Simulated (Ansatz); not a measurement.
Rows from a G0W0 calculation on BaSrYBiO6 (F-43m) (Ansatz 0.2.0; G0W0 on PBE+U, plane waves, PAW; PAW set soft_1; 2×2×2 mesh, 676 empty bands, screening to 150 eV, PAW set soft_1 files), in eV. Spin-orbit coupling is left out.

| row | Σx | Σc | Vxc | Z |
| --- | --- | --- | --- | --- |
| A | -25.94 | 4.87 | -20.32 | 0.72 |
| B | -15.67 | -3.06 | -19.56 | 0.78 |
| C | -5.73 | -4.28 | -10.51 | 0.82 |

Question: Which rows are filled states and which are empty ones, and how can one tell?

Filled: A. Empty: B and C. The sign of Σc tells: for a filled state bare exchange, which holds its interaction with itself, lies below Vxc (Σx − Vxc is -5.6 eV or lower here) and screening gives part back as a positive Σc. For an empty state Σx lies above Vxc (+3.9 eV or more) and the Coulomb hole leaves Σc negative.

[Runs of the session that timed out or met a known fault of the program may be left out.]

[Cells called generated may have been cut or substituted from an entry of the Crystallography Open Database or the Materials Project.]

[Hosts, paths, dates, database ids (printed as entryN), source tags and the programs' standing remarks are cut or masked in the printed files.]
